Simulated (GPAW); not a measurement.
# CrO2: anisotropy with GPAW

Aim: the anisotropy of CrO2 from the Kohn–Sham states of one collinear run.

Program: GPAW 26.7.0. Level of theory: PBE with U = 4.38 eV on Cr d; plane waves with GPAW's PAW setups, scalar-relativistic. Values are calculated unless marked as measured.

### Step 1. The structure

The structure is tetragonal, space group P4_2/mnm (No. 136). The conventional cell has a = 4.421 Å, b = 4.421 Å, c = 2.917 Å, α = 90.00°, β = 90.00°, γ = 90.00°. Nearest to Cr lie 6 O at 1.88 to 1.92 Å. Nearest to O lie 3 Cr at 1.88 to 1.92 Å. Farther neighbours, and contacts between anions beyond the nearest, are not listed.

Coordinates:

```
Cr O
1.0
     4.42100    0.00000    0.00000
     0.00000    4.42100    0.00000
     0.00000    0.00000    2.91700
Cr O
2 4
Cartesian
  0.0000 0.0000 0.0000
  2.2105 2.2105 1.4585
  1.3307 1.3307 0.0000
  0.8798 3.5412 1.4585
  3.0903 3.0903 0.0000
  3.5412 0.8798 1.4585
```

### Step 2. Ground-state run

All later steps read the density of this run. A Hubbard U of customary size acts on the open shell; it was not fitted to this crystal.

order1.py reads:

```python
import json
import numpy as np
from ase import Atoms
from ase.parallel import paropen, parprint
from gpaw import GPAW

atoms = Atoms(['Cr', 'Cr', 'O', 'O', 'O', 'O'],
    cell=[[4.421, 0.0, 0.0],
         [0.0, 4.421, 0.0],
         [0.0, 0.0, 2.917]],
    scaled_positions=[[0.0, 0.0, 0.0],
         [0.5, 0.5, 0.5],
         [0.301, 0.301, 0.0],
         [0.199, 0.801, 0.5],
         [0.699, 0.699, 0.0],
         [0.801, 0.199, 0.5]],
    pbc=True,
    magmoms=[3.0, 3.0, 0.0, 0.0, 0.0, 0.0])
atoms.calc = GPAW(mode={'name': 'pw', 'ecut': 700},
    xc='PBE',
    kpts={'size': (8, 8, 8), 'gamma': True},
    occupations={'name': 'fermi-dirac', 'width': 0.005},
    convergence={'density': 1e-05, 'energy': 1e-05},
    maxiter=200,
    setups={'Cr': ':d,4.38'},
    symmetry={'tolerance': 1e-4},
    txt='order1.txt')
e = atoms.get_potential_energy(force_consistent=True)
res = {'free_energy': e, 'energy_sigma0': atoms.get_potential_energy(), 'fermi_energy': atoms.calc.get_fermi_level()}
res['moments'] = atoms.get_magnetic_moments().tolist()
res['total'] = atoms.get_magnetic_moment()
parprint('site moments (muB):', np.round(res['moments'], 3))
parprint(f"total moment: {res['total']:.3f} muB")
parprint(f'free energy: {e:.6f} eV')
atoms.calc.write('order1.gpw')
with paropen('results.json', 'w') as f:
    json.dump(res, f)
```

Command:

```console
OMP_NUM_THREADS=1 mpirun -n 2 gpaw python order1.py > order1.log
```

Standard output:

```text
site moments (muB): [ 2.605  2.604 -0.225 -0.225 -0.225 -0.225]
total moment: 4.000 muB
free energy: -45.308738 eV

--- order1.txt ---
Input parameters:
  mode=PW(ecut=700),
  convergence={'density': 1e-05, 'energy': 1e-05},
  kpts=MonkhorstPack(size=(8, 8, 8), gamma=True),
  maxiter=200,
  occupations=Occupations(name='fermi-dirac', width=0.005),
  setups={'Cr': ':d,4.38'},
  symmetry=Symmetry(tolerance=0.0001),
  xc=XC(name='PBE')

Diagonalizing LCAO Hamiltonian
Converting LCAO to pw mode
    .----------.
   /|          |
  / |          |
 *  | O Cr     |
 |  .-----O----.
 | /       O  /
 |/  O       /
 Cr---------*

Atoms  # Å, Bohr magnetons
|   | symbol |        x |        y |        z |    initial magnetic moments |
|---|--------|----------|----------|----------|-----------------------------|
| 0 |     Cr | 0.000000 | 0.000000 | 0.000000 | ( 0.0000,  0.0000,  3.0000) |
| 1 |     Cr | 2.210500 | 2.210500 | 1.458500 | ( 0.0000,  0.0000,  3.0000) |
| 2 |      O | 1.330721 | 1.330721 | 0.000000 | ( 0.0000,  0.0000,  0.0000) |
| 3 |      O | 0.879779 | 3.541221 | 1.458500 | ( 0.0000,  0.0000,  0.0000) |
| 4 |      O | 3.090279 | 3.090279 | 0.000000 | ( 0.0000,  0.0000,  0.0000) |
| 5 |      O | 3.541221 | 0.879779 | 1.458500 | ( 0.0000,  0.0000,  0.0000) |

Unit cell  # Å
| periodic |        x |        y |        z |  lengths |    angles |
|----------|----------|----------|----------|----------|-----------|
|      yes | 4.421000 | 0.000000 | 0.000000 | 4.421000 | 90.000000 |
|      yes | 0.000000 | 4.421000 | 0.000000 | 4.421000 | 90.000000 |
|      yes | 0.000000 | 0.000000 | 2.917000 | 2.917000 | 90.000000 |

Number of symmetries: 8

BZ-sampling:
  Number of BZ points: 512
  Number of IBZ points: 105

  Monkhorst-Pack size: [8, 8, 8]
  Monkhorst-Pack shift: [0.0625, 0.0625, 0.0625]

Plane wave coefficients: 2420
Cutoff: 700.0 eV

Spin-components: 2 (collinear spins)
Bands:           30
Projectors:      32
Spin-degeneracy: 1
Datatype:        complex128

Parallelization:
  kpt:    2
  domain: 1
  band:   1

Density:
  Valence electrons: 36.0
  Components: 2
  Grid points: [27 27 18]
  Charge: 0.0  # |e|

Potential:
  Grid points: [27 27 18]

[... setups left out ...]
Reference energy: -65328.164104  # eV

eigensolver:
  PPCG
  Converge bands: occupied
  niter=2

density mixing:
  MSR1-Mixer
  Pratt-step length: 0.05
  Maximum mixing coefficient: 0.75
  Old densities: 10
  SVD Regularization: 0.005
  Good broyden scale: 1.0
  Trust region scale: 1.0
  Backstep threshold: 4.0
  History deletion threshold: 6.0
  Fourier metric: weight=20.0, sigma=0.015

occupation numbers:
  Fermi-Dirac:
    width: 0.0050  # eV

poisson solver:
  ecut: 5600.0  # eV

xc functional:
  name: PBE with 2 nearest neighbor stencil

convergence criteria:
- Maximum integral of absolute [dens]ity change: 1e-05 electrons / valence electron
- Maximum [total energy] change in last 3 cyles: 1e-05 eV / valence electron
- Maximum integral of absolute [eigenst]ate change: 4e-08 eV^2 / valence electron
maximum number of iterations: 200

SCF iterations
|iter     |      energy | eigst |  dens |  magmom |
|---------|-------------|-------|-------|---------|
|iter:   1|       0s |  -46.927827 | +0.27 |       |  +5.9664|
|iter:   2|      14s |  -45.239018 | -1.50 | -0.60 |  +5.8681|
|iter:   3|      28s |  -44.003046 | -0.82 | -0.65 |  +5.1616|
|iter:   4|      43s |  -44.396753 | -2.19 | -0.90 |  +4.8251|
|iter:   5|      57s |  -45.097790 | -1.64 | -1.10 |  +4.2088|
|iter:   6|      71s |  -45.282839 | -2.57 | -1.55 |  +3.9743|
|iter:   7|      85s |  -45.277446 | -3.30 | -1.89 |  +3.9643|
|iter:   8|      99s |  -45.297878 | -3.39 | -2.16 |  +3.9847|
|iter:   9|     114s |  -45.302107 | -3.68 | -2.33 |  +3.9942|
|iter:  10|     128s |  -45.304899 | -3.96 | -2.44 |  +4.0085|
|iter:  11|     142s |  -45.306724 | -4.49 | -2.77 |  +4.0015|
|iter:  12|     157s |  -45.307783 | -4.58 | -3.00 |  +3.9976|
|iter:  13|     171s |  -45.308419 | -4.98 | -3.11 |  +3.9986|
|iter:  14|     184s |  -45.308608 | -5.25 | -3.22 |  +3.9999|
|iter:  15|     198s |  -45.308667c| -5.53 | -3.71 |  +4.0001|
|iter:  16|     212s |  -45.308675c| -6.04 | -4.10 |  +4.0000|
|iter:  17|     226s |  -45.308676c| -6.51 | -4.41 |  +4.0000|
|iter:  18|     240s |  -45.308676c| -7.23 | -4.83 |  +4.0000|
|iter:  19|     254s |  -45.308675c| -7.57c| -5.25c|  +4.0000|

Converged in 19 steps
Energy contributions relative to reference atoms: (reference = -65328.164104)

Energy contributions:
  Kinetic:          20.015266
  Coulomb:         -32.076553
  Zero:              1.423322
  External:          0.000000
  Xc:              -34.670647
  Entropy:          -0.000126
  Spinorbit:         0.000000
  ----------------------------
  Free energy:     -45.308738
  Extrapolated:    -45.308675

dipole moment: (-11.006721, -11.006721, -23.626179)  # |e|*Ang

Total magnetic moment: (0.000000, 0.000000, 3.999999)

Local magnetic moments
|        x |        y |         z |
|----------|----------|-----------|
| 0.000000 | 0.000000 |  2.604593 |  # Cr   0
| 0.000000 | 0.000000 |  2.604451 |  # Cr   1
| 0.000000 | 0.000000 | -0.225244 |  # O    2
| 0.000000 | 0.000000 | -0.225225 |  # O    3
| 0.000000 | 0.000000 | -0.225244 |  # O    4
| 0.000000 | 0.000000 | -0.225225 |  # O    5

Fermi level: 5.925
Eigenvalues  # (at kpt = [0.000, 0.000, 0.000])
| band index |      eig [eV] | occ [0-1] |      eig [eV] | occ [0-1] |
|------------|---------------|-----------|---------------|-----------|
|          0 |       -12.904 |     1.000 |       -13.302 |     1.000 |
|        ... |               |           |               |           |
|         10 |         3.011 |     1.000 |         2.550 |     1.000 |
|         11 |         3.011 |     1.000 |         3.162 |     1.000 |
|         12 |         3.025 |     1.000 |         4.901 |     1.000 |
|         13 |         3.025 |     1.000 |         5.041 |     1.000 |
|         14 |         3.105 |     1.000 |         5.041 |     1.000 |
|         15 |         3.392 |     1.000 |         5.299 |     1.000 |
|         16 |         3.632 |     1.000 |         9.895 |     0.000 |
|         17 |         5.242 |     1.000 |         9.959 |     0.000 |
|         18 |         5.762 |     1.000 |        10.255 |     0.000 |
|         19 |         5.762 |     1.000 |        10.446 |     0.000 |
|         20 |         6.349 |     0.000 |        10.446 |     0.000 |
|         21 |         6.595 |     0.000 |        10.937 |     0.000 |
|         22 |         8.261 |     0.000 |        12.053 |     0.000 |
|         23 |        10.716 |     0.000 |        12.850 |     0.000 |
|         24 |        10.716 |     0.000 |        12.850 |     0.000 |
|         25 |        11.649 |     0.000 |        14.017 |     0.000 |
|        ... |               |           |               |           |
|         29 |        15.044 |     0.000 |        16.779 |     0.000 |

No gap
No difference between direct/indirect transitions
```

Wall time 4.6 min (2 MPI ranks of Arm Neoverse V1, shared host); peak memory 0.74 GiB.

Spin moment in the augmentation sphere by atom:

| atom | spin moment in the augmentation sphere (μB) |
| --- | --- |
| Cr1 | 2.60 |
| Cr2 | 2.60 |
| O3 | -0.23 |
| O4 | -0.23 |
| O5 | -0.23 |
| O6 | -0.23 |

This step gave:

- magnetization: 4 μB
- final state: ferromagnetic

After 19 cycles the largest moment stands at 2.60 μB.

### Step 3. States for the response

The steps that follow sum over empty states, which the ground-state run does not converge; 50 states a spin are converged here at the frozen density and written with their wave functions.

It starts from the saved density of the lowest of the states tried.

nscf.py reads:

```python
from gpaw import GPAW

calc = GPAW('order1.gpw').fixed_density(
    kpts={'size': (10, 10, 10), 'gamma': True},
    nbands=54,
    convergence={'bands': 50, 'eigenstates': 1e-9},
    eigensolver='ppcg',
    parallel={'domain': 1},
    txt='nscf.txt')
calc.write('nscf.gpw', mode='all')
```

Command:

```console
OMP_NUM_THREADS=1 mpirun -n 2 gpaw python nscf.py > nscf.log
```

Standard output:

```text
Input parameters:
  mode=PW(ecut=700),
  convergence={'bands': 50, 'eigenstates': 1e-09},
  eigensolver=PPCG(niter=2, min_niter=1, max_buffer_mem=209715200, blocksize=None, rr_modulo=5, include_cg=True, promote_inner_dtype=False, tolerances=None),
  gpts=array([27, 27, 18]),
  kpts=MonkhorstPack(size=(10, 10, 10), gamma=True),
  maxiter=200,
  nbands=54,
  occupations=Occupations(name='fermi-dirac', width=0.005),
  parallel={'domain': 1},
  setups={'Cr': ':d,4.38'},
  symmetry=Symmetry(tolerance=0.0001),
  xc=XC(name='PBE')
```

It took 11 min on 2 MPI ranks; peak memory 1.4 GiB.

### Step 4. Magnetocrystalline anisotropy

Spin–orbit coupling is added in the basis of the saved states for each direction of the moments. The change in the band energy is the anisotropy energy, with no new self-consistent run.

anisotropy.py reads:

```python
import json
import numpy as np
from ase.parallel import paropen, parprint
from gpaw import GPAW
from gpaw.spinorbit import soc_eigenstates

calc = GPAW('nscf.gpw')
angles = [[0.0, 0.0], [90.0, 0.0], [90.0, 45.0]]  # theta, phi in degrees
res = {'rows': []}
for scale in [1.0]:
    e0 = None
    for theta, phi in angles:
        soc = soc_eigenstates(calc, n2=50, scale=scale, theta=theta, phi=phi)
        e = soc.calculate_band_energy()
        e0 = e if e0 is None else e0
        orbital = soc.get_orbital_magnetic_moments()
        res['rows'].append([scale, theta, phi, 1000 * (e - e0), orbital.tolist()])
        parprint(f'scale {scale} theta {theta:6.1f} phi {phi:6.1f}  dE = {1000 * (e - e0):9.4f} meV  |L| =', np.round(np.linalg.norm(orbital, axis=1), 4))
with paropen('results.json', 'w') as f:
    json.dump(res, f)
```

Command:

```console
OMP_NUM_THREADS=1 mpirun -n 2 gpaw python anisotropy.py > anisotropy.log
```

Standard output:

```text
scale 1.0 theta    0.0 phi    0.0  dE =    0.0000 meV  |L| = [0.008  0.008  0.0036 0.0036 0.0036 0.0036]
scale 1.0 theta   90.0 phi    0.0  dE =    0.0518 meV  |L| = [0.0049 0.0049 0.0027 0.0027 0.0027 0.0027]
scale 1.0 theta   90.0 phi   45.0  dE =    0.0518 meV  |L| = [0.0063 0.0026 0.0036 0.0012 0.0036 0.0012]
```

Wall time 24 s (2 MPI ranks); peak memory 2.2 GiB.

Directions, in the order of the table (indices of the conventional cell): [001]; [100]; [110].

Theta from the Cartesian z axis, phi from x; spin up lies along the direction. Anisotropy, by row:

| spin-orbit scale | theta (degrees) | phi (degrees) | energy less the first direction's (meV a cell) | orbital moment of atom 1 along the direction (μB) | sum of orbital moments along the direction (μB a cell) |
| --- | --- | --- | --- | --- | --- |
| 1 | 0 | 0 | 0 | -0.008043 | -0.03045 |
| 1 | 90 | 0 | 0.05182 | -0.004494 | -0.01368 |
| 1 | 90 | 45 | 0.05184 | -0.006347 | -0.01368 |

### Step 5. What came out

| Item | Value |
| --- | --- |
| state | ferromagnetic |
| largest site moment | 2.60 μB |
| spread of the directions' energies | 0.0518 meV a cell |
| easiest direction tried | [001] |

What this shows: About the ferromagnetic state the directions differ by 0.0518 meV a cell, with [001] easiest. The anisotropy comes from the force theorem at a frozen potential; it needs a check on a finer mesh, and shape anisotropy is not in it.

[Long decimals in the printed logs are rounded to 6 places.]

[Logs and program files are shortened in this print: banners, set-up blocks, solver, clock and traceback lines can be left out without a mark of their own.]

[Logs are printed without paths, hosts, clocks, repeated set-up lines and the standing remarks that a program may print on its own settings, such as how far it seeks lower states.]

[Hosts, paths, dates, database ids (printed as entryN), source tags and the programs' standing remarks are cut or masked in the printed files.]

[Where the starting crystal was built by hand or by swapping elements, it need not be the compound's stable phase.]

[Where a cell is said to come from a database of computed structures, the database is the Materials Project.]

[Runs that the program refused, that were killed for memory or that had too few empty states are not shown or counted.]

[Lattice constants of own cells that a recipe calls measured were typed without a cited source.]
